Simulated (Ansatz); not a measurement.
# Decaying states in the gap of CsH3SeO, part 2 of 3

Aim: relax a made-up compound, CsH3SeO, and see how good a tunnel barrier it would be. It is built by putting Se for part of the O in the CsH3O2 structure of space group Amm2, with the volume rescaled by atomic radii. The parent structure comes from the Materials Project.

Ansatz 0.2.0; LDA DFT, plane waves, PAW files (the session's first sound run).

So far. Step 2 (Relaxing the new crystal): The largest force component on a free atom ends at 0.0021 eV/Å.

The structure was built from a prototype and need not be the compound's stable phase.

## 3. Band edges

The energy window and the wavevectors of the next steps follow from the band edges, so these are searched first, off the mesh as well.

Input file input.yaml:

```yaml
crystal:
  lattice:
    - [4.5396380708, 0.0, 0.0]
    - [0.0, 2.5748527948, 4.4906188815]
    - [0.0, -2.5748527948, 4.4906188815]
  atoms:
    - { symbol: Cs, position: [0.0, 1.0143586438, 1.0143586438] }
    - { symbol: H, position: [0.5, 0.5603860689, 0.5603860689] }
    - { symbol: H, position: [0.5, -0.0804294546, 0.5598351248] }
    - { symbol: H, position: [0.5, 0.5598351248, -0.0804294546] }
    - { symbol: O, position: [0.5, 0.679663529, 0.679663529] }
    - { symbol: Se, position: [0.5, 0.3474374281, 0.3474374281] }
kpoints:
  mp_grid: { grid: [6, 6, 6] }
  band_path: { path: [VBM, CBM], npoints: 30 }
scf:
  occupations: { method: fixed }
hamiltonian:
  xc: lda
output:
  eigenvalues: true
  write_potential: true
  write_density: true
  volumetric_format: npy
  elf: true
```

On the command line:

```console
$ ansatz run input.yaml --threads 2 --pin off --max-ram 4096MiB --backend cpu --events-out ev --progress --plain --runs-dir out
```

Numbers of over 12 decimals in the logs are rounded to 6 here.

The program printed:

```text
[...]
Crystal: 6 atoms, lattice volume = 104.981 Å³
Basis set: ecut = 420 eV, 2073 PW (Γ)
Bands: 23, of which v1, the nominal top of the filled ones, is band 17 counted from 1 (16 counted from 0)
Symmetry: 4 space group operations
[...]
k-points: 52 of 216 (time reversal used)
[...]
SCF iter   1: F=—  HF=-11492.786372 eV  |F-HF|=—  |Δ(HF+E_count)|=         —  Δρ=9.07e-3  dr2=1.14e-1  ethr=1.77e-3  ⟨swp⟩=4.2  Hψ=5050  notcnv=0  defer=203
[...]
SCF iter   7: F=-11492.748726 eV  HF=-11492.748726 eV  |F-HF|=1.46e-8  |Δ(HF+E_count)|=   7.53e-7  Δρ=8.44e-6  dr2=7.92e-8  ethr=2.94e-10  ⟨swp⟩=8.2  Hψ=6073  notcnv=0
SCF 1 converged in 7 iterations: F = -11492.748726 eV  dr2 = 7.92e-8
[...]
NSCF: frozen V_eff on 52 k-points
[...]
SCF converged after 7 iterations
Free energy (F): -11492.748726 eV
[...]
Internal energy: -11492.748726 eV  (E = F + TS)
E sigma→0 (E₀):  -11492.748726 eV
Fermi energy:    4.230637 eV
[...]
--- Band table (eV; the first three rows and the last of 52) ---
  k-point 0: bands = [... 13 lower, -0.0954, 2.8775, 2.8846, 4.2306, 6.5176, 7.1514, 9.7897, 9.8552, ... 2 higher]
  k-point 1: bands = [... 13 lower, -0.1067, 2.5099, 2.9656, 4.1396, 7.1817, 7.4116, 9.1487, 9.9994, ... 2 higher]
  k-point 2: bands = [... 13 lower, -0.1271, 2.0092, 3.1471, 3.9539, 7.4591, 8.2535, 9.0003, 10.1643, ... 2 higher]
  k-point 51: bands = [... 13 lower, -0.1931, 2.0984, 3.1109, 3.1190, 8.6496, 8.7779, 9.4351, 10.3256, ... 2 higher]
```

It took 16 s on 2 threads of Arm Neoverse V2, shared host; peak memory 0.39 GiB.

This step gave:

| Property | Result |
| --- | --- |
| Fermi energy | 4.231 eV |
| gap on the k-mesh | 2.287 eV |
| gap on path | 2.287 eV, by band count; negative where bands overlap |
| direct gap on path | 2.287 eV |
| edge places on path | 0, 0 1/A along the path |

Levels at VBM (eV): -4.33, -1.35, -1.35, 0.00, 2.29, 2.92, 5.56, 5.62, 6.56, 6.56.

Valence density in the ac plane of the conventional cell at fractional y = 0.000, with atoms of Cs and H and O and Se within 0.2 Å of it. It is the smooth field of the valence electrons, not physical close to the nuclei.

Ten steps, logarithmic in the rise over the least value, from '0' (0 e/Å³) to '9' (36 e/Å³), each cell a mean:
```
22210000001232
22210000000122
11100000000011
00000000000000
00000000000000
00000122210000
00001355420000
00001466521000
00001355420000
00000133210000
00000123100000
00000011100000
00000112110000
00001234311000
00012478521000
00012599731000
00012467521000
00001233211000
00000111100000
00000000000000
11100000000011
22210000000122
22210000001232
02320000001221
```
Columns run along a (4.5 Å), rows up along c (9.0 Å), edges of the conventional cell, whose origin can differ from the input's. Atoms in or near the plane, at fractional coordinates: Cs at (0.00, 0.01), H at (0.50, 0.56), O at (0.50, 0.68), Se at (0.50, 0.35).

Electrostatic potential energy in the ac plane of the conventional cell at fractional y = 0.000, with atoms of Cs and H and O and Se within 0.2 Å of it. With pseudopotentials it is smooth inside the atoms' cores, unlike the true potential.

Ten even steps from '_' (-27 eV) to '@' (10 eV), each cell a mean:
```
::..::++%%%%@@@@@@%%##--..::
..::==##%%@@@@@@@@%%%%**--::
++**##%%@@@@@@@@@@@@%%%%##**
%%%%%%@@@@@@@@@@@@@@@@@@%%%%
@@@@@@@@@@@@@@%%@@@@@@@@@@@@
@@@@@@@@@@%%**++##@@@@@@@@@@
@@@@@@@@@@==____..%%@@@@@@@@
@@@@@@@@@@::______**@@@@@@@@
@@@@@@@@@@++____..%%@@@@@@@@
@@@@@@@@@@%%::__++%%@@@@@@@@
@@@@@@@@@@##..__==%%@@@@@@@@
@@@@@@@@@@%%**++##@@@@@@@@@@
@@@@@@@@@@%%######%%@@@@@@@@
@@@@@@@@%%++----==**@@@@@@@@
@@@@@@@@++--++**====%%@@@@@@
@@@@@@%%====####**--##@@@@@@
@@@@@@@@**--++++====%%@@@@@@
@@@@@@@@%%++==--==##@@@@@@@@
@@@@@@@@@@%%%%##%%@@@@@@@@@@
%%%%@@@@@@@@@@@@@@@@@@@@%%%%
++**##%%@@@@@@@@@@@@%%%%**++
..::==##%%@@@@@@@@%%%%++::..
::....++%%%%@@@@@@%%##--..::
--::..==##%%@@@@@@%%**::..::
```
Columns run along a (4.5 Å; values clipped at the 3rd and 97th percentile), rows up along c (9.0 Å), edges of the conventional cell, whose origin can differ from the input's. Atoms in or near the plane, at fractional coordinates: Cs at (0.00, 0.01), H at (0.50, 0.56), O at (0.50, 0.68), Se at (0.50, 0.35).

ELF in the ac plane of the conventional cell at fractional y = 0.000, with atoms of Cs and H and O and Se within 0.2 Å of it. It is the smooth field of the valence electrons, not physical close to the nuclei.

Values, 24 rows by 14 columns, each cell a mean:
```
0.35 0.63 0.86 0.84 0.57 0.16 0.02 0.01 0.05 0.35 0.74 0.88 0.78 0.47
0.82 0.87 0.86 0.71 0.34 0.06 0.01 0.01 0.02 0.17 0.54 0.81 0.87 0.84
0.85 0.81 0.67 0.37 0.10 0.02 0.01 0.01 0.01 0.04 0.21 0.54 0.76 0.84
0.57 0.46 0.24 0.07 0.02 0.02 0.03 0.03 0.03 0.02 0.03 0.14 0.36 0.53
0.12 0.07 0.02 0.03 0.09 0.17 0.23 0.24 0.20 0.13 0.05 0.02 0.04 0.09
0.01 0.01 0.04 0.17 0.38 0.55 0.61 0.61 0.59 0.47 0.28 0.09 0.02 0.01
0.00 0.02 0.14 0.45 0.69 0.80 0.70 0.62 0.78 0.76 0.59 0.28 0.06 0.01
0.00 0.03 0.22 0.57 0.79 0.85 0.58 0.42 0.77 0.84 0.70 0.40 0.10 0.01
0.00 0.02 0.14 0.42 0.67 0.81 0.76 0.71 0.81 0.76 0.56 0.27 0.06 0.01
0.00 0.01 0.04 0.15 0.37 0.64 0.85 0.89 0.76 0.50 0.25 0.09 0.02 0.01
0.01 0.01 0.03 0.06 0.16 0.43 0.77 0.84 0.62 0.26 0.10 0.04 0.02 0.01
0.01 0.03 0.10 0.19 0.27 0.41 0.59 0.63 0.50 0.33 0.23 0.14 0.06 0.02
0.03 0.09 0.30 0.52 0.64 0.70 0.73 0.74 0.72 0.67 0.59 0.43 0.18 0.04
0.04 0.18 0.51 0.72 0.78 0.79 0.76 0.75 0.78 0.79 0.76 0.64 0.34 0.08
0.05 0.25 0.63 0.79 0.81 0.75 0.49 0.41 0.63 0.80 0.81 0.74 0.44 0.11
0.06 0.28 0.66 0.80 0.82 0.69 0.29 0.18 0.50 0.78 0.82 0.76 0.48 0.13
0.05 0.23 0.60 0.78 0.81 0.75 0.53 0.45 0.65 0.80 0.80 0.72 0.41 0.10
0.03 0.11 0.37 0.65 0.76 0.78 0.75 0.73 0.77 0.77 0.72 0.53 0.22 0.06
0.07 0.06 0.12 0.32 0.55 0.68 0.71 0.72 0.70 0.63 0.44 0.20 0.08 0.07
0.41 0.31 0.17 0.10 0.19 0.38 0.51 0.53 0.45 0.28 0.13 0.11 0.24 0.38
0.83 0.78 0.60 0.31 0.10 0.09 0.16 0.19 0.12 0.08 0.18 0.46 0.71 0.81
0.77 0.84 0.85 0.69 0.32 0.07 0.03 0.03 0.04 0.16 0.52 0.81 0.86 0.81
0.25 0.56 0.85 0.85 0.58 0.16 0.02 0.01 0.05 0.36 0.75 0.88 0.74 0.37
0.01 0.33 0.82 0.87 0.66 0.22 0.03 0.01 0.07 0.45 0.80 0.88 0.62 0.09
```
Columns run along a (4.5 Å), rows up along c (9.0 Å), edges of the conventional cell, whose origin can differ from the input's. Atoms in or near the plane, at fractional coordinates: Cs at (0.00, 0.01), H at (0.50, 0.56), O at (0.50, 0.68), Se at (0.50, 0.35).

The searched edges give 2.29 eV, as on the mesh.

## 4. Decaying states in the gap, plane (010), k-mesh 10×6×10

This step: LDA DFT, plane waves, PAW files; complex bands by layer matching along the plane's normal (Ansatz 0.2.0).

The same crystal is laid in a cell whose first two vectors span the (010) plane (indices of the standard conventional cell, whose axes can be ordered otherwise than in the bulk input). At fixed energy and wavevector in the plane the solver finds all kz, real and complex. A few wavevectors are listed, (0, 0) and (0.5, 0) in units of the plane's reciprocal vectors; the slowest state needn't be among them.

Input file input.yaml:

```yaml
crystal:
  lattice:
    - [8.981237763, 0.0, 0.0]
    - [0.0, 4.539638071, 0.0]
    - [4.490618882, 0.0, 2.574852795]
  atoms:
    - { symbol: Cs, position: [0.0143586438, 0.0, 0.0] }
    - { symbol: H, position: [0.5603860689, 0.5, 0.0] }
    - { symbol: H, position: [0.5598351248, 0.5, 0.3597354206] }
    - { symbol: H, position: [0.9195705454, 0.5, 0.6402645794] }
    - { symbol: O, position: [0.679663529, 0.5, 0.0] }
    - { symbol: Se, position: [0.3474374281, 0.5, 0.0] }
kpoints:
  mp_grid: { grid: [10, 6, 10] }
scf:
  occupations: { method: fixed }
hamiltonian:
  xc: lda
output:
  eigenvalues: true
  transmission:
    leads: [[0, 0]]
    kpoints: [[0.0, 0.0], [0.5, 0.0]]
    e_range: [-1.0, 3.29]
    de: 0.11
```

The program printed:

```text
[...]
Crystal: 6 atoms, lattice volume = 104.981 Å³
Basis set: ecut = 420 eV, 2073 PW (Γ)
Bands: 23, of which v1, the nominal top of the filled ones, is band 17 counted from 1 (16 counted from 0)
Symmetry: 4 space group operations
[...]
k-points: 124 of 600 (time reversal used)
[...]
SCF iter   1: F=—  HF=-11492.786390 eV  |F-HF|=—  |Δ(HF+E_count)|=         —  Δρ=9.07e-3  dr2=1.13e-1  ethr=1.77e-3  ⟨swp⟩=4.1  Hψ=12040  notcnv=0  defer=486
[...]
SCF iter   7: F=-11492.748770 eV  HF=-11492.748770 eV  |F-HF|=1.39e-8  |Δ(HF+E_count)|=   7.70e-7  Δρ=8.45e-6  dr2=7.93e-8  ethr=2.94e-10  ⟨swp⟩=8.5  Hψ=14383  notcnv=0
SCF 1 converged in 7 iterations: F = -11492.748770 eV  dr2 = 7.93e-8
[...]
transmission: 4 of 8 steps passed
transmission: 8 of 8 steps passed
SCF converged after 7 iterations
Free energy (F): -11492.748770 eV
[...]
Internal energy: -11492.748770 eV  (E = F + TS)
E sigma→0 (E₀):  -11492.748770 eV
Fermi energy:    4.230632 eV
[...]
--- Band table (eV; the first three rows and the last of 124) ---
  k-point 0: bands = [... 13 lower, -0.0954, 2.8775, 2.8846, 4.2306, 6.5176, 7.1514, 9.7897, 9.8552, ... 2 higher]
  k-point 1: bands = [... 13 lower, -0.1077, 2.4926, 2.9661, 4.1330, 7.2291, 7.4331, 9.1223, 9.9643, ... 2 higher]
  k-point 2: bands = [... 13 lower, -0.1283, 2.0410, 3.0891, 3.9313, 7.5715, 8.3520, 8.7385, 10.1125, ... 2 higher]
  k-point 123: bands = [... 13 lower, -0.2744, 2.4419, 2.9907, 3.0375, 8.0992, 8.4363, 9.3562, 9.4048, ... 2 higher]
--- Transmission ---
  basis      : 357 plane waves across, 4 finite elements along
  points     : 2, as listed
  energies   : 40 from -1.000000 to 3.290000 eV about the Fermi level, 0.110000 eV apart; the leads are filled to 1.143483 eV, and channels, transmission and decay are at 1.090000 eV
  crystal 0  : H3Cs1O1Se1, at the sites [0, 0], period 2.5749 Å: whole cells are its period
    offset         : up to 0.0000 Å between an atom of the period and one for which it stands
    channels       : 0.000000e0 a spin
    conductance    : none, the energies end too early or step too widely for 300 K: set another output.transmission.e_range or a lower de, or, where they end at an eighth of basis.ecutwfc, a higher one
    slowest decay  : 0.2422 /Å at (0.0000, 0.0000)
```

The job ended after 89 s (2 threads; peak memory 1.1 GiB).

Numbers from this step:

- free energy: -11492.7488 eV
- level to which the leads are filled: 1.143 eV from the Fermi level
- decay constant at the filling level, zone centre: 0.2422 Å⁻¹
- decay constant at the filling level, slowest listed point: 0.2422 Å⁻¹

K parallel (0, 0); values up to 1.5 1/Å, a degenerate pair printed once or twice; energies at which all values exceed this have no row. Im kz of the slowest decaying states against energy, zero at the highest filled level on the SCF mesh:

| energy (eV) | decay 1 (Å⁻¹) | decay 2 (Å⁻¹) | decay 3 (Å⁻¹) | decay 4 (Å⁻¹) |
| --- | --- | --- | --- | --- |
| -1.00 | 0.179 | 0.218 | 0.501 | 0.774 |
| -0.67 | 0.227 | 0.267 | 0.333 | 0.365 |
| -0.34 | 0.172 | 0.253 | 0.348 | 0.383 |
| -0.12 | 0.262 | 0.378 | 0.383 | 0.402 |
| -0.01 | 0.265 | 0.397 | 0.408 | 0.420 |
| 0.21 | 0.267 | 0.318 | 0.417 | 0.420 |
| 0.54 | 0.265 | 0.423 | 0.444 | 0.469 |
| 0.87 | 0.254 | 0.420 | 0.457 | 0.551 |
| 1.20 | 0.235 | 0.411 | 0.460 | 0.519 |
| 1.42 | 0.217 | 0.401 | 0.454 | 0.488 |
| 1.75 | 0.179 | 0.380 | 0.427 | 0.435 |
| 2.08 | 0.116 | 0.352 | 0.374 | 0.380 |
| 2.41 | 0.296 | 0.310 | 0.313 | 0.493 |
| 2.63 | 0.227 | 0.242 | 0.279 | 0.483 |
| 2.96 | 0.202 | 0.466 | 0.573 | 0.612 |
| 3.29 | 0.106 | 0.444 | 0.557 | 0.563 |

K parallel (0.5, 0); values up to 1.5 1/Å, a degenerate pair printed once or twice; energies at which all values exceed this have no row. The Im kz of the slowest decaying states by energy, zero at the highest filled level on the SCF mesh:

| energy (eV) | decay 1 (Å⁻¹) | decay 2 (Å⁻¹) | decay 3 (Å⁻¹) | decay 4 (Å⁻¹) |
| --- | --- | --- | --- | --- |
| -1.00 | 0.274 | 0.580 | 0.831 | 0.907 |
| -0.78 | 0.256 | 0.328 | 0.492 | 0.803 |
| -0.56 | 0.327 | 0.358 | 0.361 | 0.777 |
| -0.34 | 0.366 | 0.377 | 0.751 | 0.892 |
| -0.12 | 0.209 | 0.389 | 0.391 | 0.726 |
| -0.01 | 0.318 | 0.395 | 0.397 | 0.713 |
| 0.10 | 0.381 | 0.399 | 0.403 | 0.701 |
| 0.32 | 0.404 | 0.410 | 0.459 | 0.676 |
| 0.54 | 0.406 | 0.412 | 0.508 | 0.651 |
| 0.76 | 0.406 | 0.409 | 0.542 | 0.626 |
| 0.98 | 0.403 | 0.403 | 0.566 | 0.601 |
| 1.20 | 0.393 | 0.398 | 0.574 | 0.585 |
| 1.31 | 0.387 | 0.394 | 0.561 | 0.593 |
| 1.53 | 0.371 | 0.385 | 0.533 | 0.605 |
| 1.75 | 0.351 | 0.374 | 0.503 | 0.614 |
| 1.97 | 0.326 | 0.361 | 0.472 | 0.621 |
| 2.19 | 0.295 | 0.344 | 0.438 | 0.626 |
| 2.41 | 0.255 | 0.324 | 0.401 | 0.629 |
| 2.63 | 0.199 | 0.299 | 0.359 | 0.630 |
| 2.85 | 0.0978 | 0.267 | 0.310 | 0.631 |
| 3.07 | 0.223 | 0.247 | 0.630 | 0.676 |
| 3.29 | 0.112 | 0.173 | 0.628 | 0.653 |

At the listed wavevectors the last open channel is at -0.01 eV and the next at +2.30 eV on the grid. At +1.09 eV, the grid energy nearest the filling level (the middle of the gap on the SCF mesh), the slowest state at the listed wavevectors decays with κ = 0.242 Å⁻¹, its amplitude falling by e over 4.1 Å. Through 1 nm of this crystal that state's transmission falls by exp(−2 × 0.242 Å⁻¹ × 10 Å) = 0.0079.

## 5. Complex bands, plane (001), k-mesh 6×6×6

The same for the (001) plane, at (0, 0) and (0.5, 0), to see how the decay depends on direction.

input.yaml, the sections that differ from step 4:

```yaml
crystal:
  lattice:
    - [4.539638071, 0.0, 0.0]
    - [0.0, 5.14970559, 0.0]
    - [0.0, 2.574852795, 4.490618882]
  atoms:
    - { symbol: Cs, position: [0.0, 0.9856413562, 0.0287172876] }
    - { symbol: H, position: [0.5, 0.4396139311, 0.1207721378] }
    - { symbol: H, position: [0.5, 0.4401648752, 0.4794056702] }
    - { symbol: H, position: [0.5, 0.0804294546, 0.4794056702] }
    - { symbol: O, position: [0.5, 0.320336471, 0.359327058] }
    - { symbol: Se, position: [0.5, 0.6525625719, 0.6948748562] }
kpoints:
  mp_grid: { grid: [6, 6, 6] }
# scf, hamiltonian, output: as in step 4
```

The program printed:

```text
[...]
Crystal: 6 atoms, lattice volume = 104.981 Å³
Basis set: ecut = 420 eV, 2073 PW (Γ)
Bands: 23, of which v1, the nominal top of the filled ones, is band 17 counted from 1 (16 counted from 0)
Symmetry: 4 space group operations
[...]
k-points: 52 of 216 (time reversal used)
[...]
SCF iter   1: F=—  HF=-11492.786373 eV  |F-HF|=—  |Δ(HF+E_count)|=         —  Δρ=9.07e-3  dr2=1.13e-1  ethr=1.77e-3  ⟨swp⟩=4.2  Hψ=5051  notcnv=0  defer=203
[...]
SCF iter   7: F=-11492.748726 eV  HF=-11492.748726 eV  |F-HF|=1.28e-8  |Δ(HF+E_count)|=   7.63e-7  Δρ=8.33e-6  dr2=7.95e-8  ethr=2.94e-10  ⟨swp⟩=8.3  Hψ=6185  notcnv=0
SCF 1 converged in 7 iterations: F = -11492.748726 eV  dr2 = 7.95e-8
[...]
transmission: 6 of 12 steps passed
transmission: 12 of 12 steps passed
SCF converged after 7 iterations
Free energy (F): -11492.748726 eV
[...]
Internal energy: -11492.748726 eV  (E = F + TS)
E sigma→0 (E₀):  -11492.748726 eV
Fermi energy:    4.230637 eV
[...]
--- Band table (eV; the first three rows and the last of 52) ---
  k-point 0: bands = [... 13 lower, -0.0954, 2.8775, 2.8846, 4.2306, 6.5176, 7.1514, 9.7897, 9.8552, ... 2 higher]
  k-point 1: bands = [... 13 lower, -0.1061, 2.5036, 2.9705, 4.1388, 7.1763, 7.4070, 9.1208, 10.0446, ... 2 higher]
  k-point 2: bands = [... 13 lower, -0.1257, 1.9926, 3.1513, 3.9527, 7.4521, 8.2470, 8.9893, 10.1868, ... 2 higher]
  k-point 51: bands = [... 13 lower, -0.1892, 1.9329, 3.1429, 3.2762, 8.7051, 8.7713, 9.5988, 10.1390, ... 2 higher]
--- Transmission ---
  basis      : 207 plane waves across, 6 finite elements along
  points     : 2, as listed
[...]
crystal 0  : H3Se1Cs1O1, at the sites [0, 0], period 4.4906 Å: whole cells are its period
[...]
channels       : 0.000000e0 a spin
[...]
slowest decay  : 0.2423 /Å at (0.0000, 0.0000)
```

It took 23 s on 2 threads; peak memory 0.61 GiB; 45 s of CPU time.

Numbers from this step:

```yaml
free_energy: -11492.7487 eV
decay_constant_at_the_filling_level_zone_centre: 0.2423 Å⁻¹
decay_constant_at_the_filling_level_slowest_listed_point: 0.2423 Å⁻¹
```

K parallel (0, 0); values up to 1.5 1/Å, a degenerate pair printed once or twice; energies at which all values exceed this have no row. Table of Im kz of the slowest decaying states by energy, zero at the highest filled level on the SCF mesh:

| energy (eV) | decay 1 (Å⁻¹) | decay 2 (Å⁻¹) | decay 3 (Å⁻¹) | decay 4 (Å⁻¹) |
| --- | --- | --- | --- | --- |
| -1.00 | 0.180 | 0.478 | 0.516 | 0.771 |
| -0.67 | 0.228 | 0.350 | 0.357 | 0.509 |
| -0.34 | 0.253 | 0.454 | 0.499 | 0.708 |
| -0.12 | 0.262 | 0.491 | 0.497 | 0.686 |
| -0.01 | 0.265 | 0.486 | 0.515 | 0.674 |
| 0.21 | 0.268 | 0.315 | 0.475 | 0.544 |
| 0.54 | 0.265 | 0.457 | 0.471 | 0.576 |
| 0.87 | 0.254 | 0.434 | 0.572 | 0.594 |
| 1.20 | 0.235 | 0.408 | 0.527 | 0.617 |
| 1.42 | 0.217 | 0.388 | 0.495 | 0.626 |
| 1.75 | 0.179 | 0.352 | 0.440 | 0.636 |
| 2.08 | 0.116 | 0.307 | 0.377 | 0.642 |
| 2.41 | 0.247 | 0.298 | 0.645 | 0.669 |
| 2.63 | 0.191 | 0.228 | 0.646 | 0.664 |
| 2.96 | 0.645 | 0.648 | 0.654 | 0.762 |
| 3.29 | 0.590 | 0.641 | 0.642 | 0.722 |

(Continued in part 3 of 3.)

[Logs are printed without paths, hosts, clocks, repeated set-up lines and the standing remarks that a program may print on its own settings, such as how far it seeks lower states.]

[Hosts, paths, dates, database ids (printed as entryN), source tags and the programs' standing remarks are cut or masked in the printed files.]
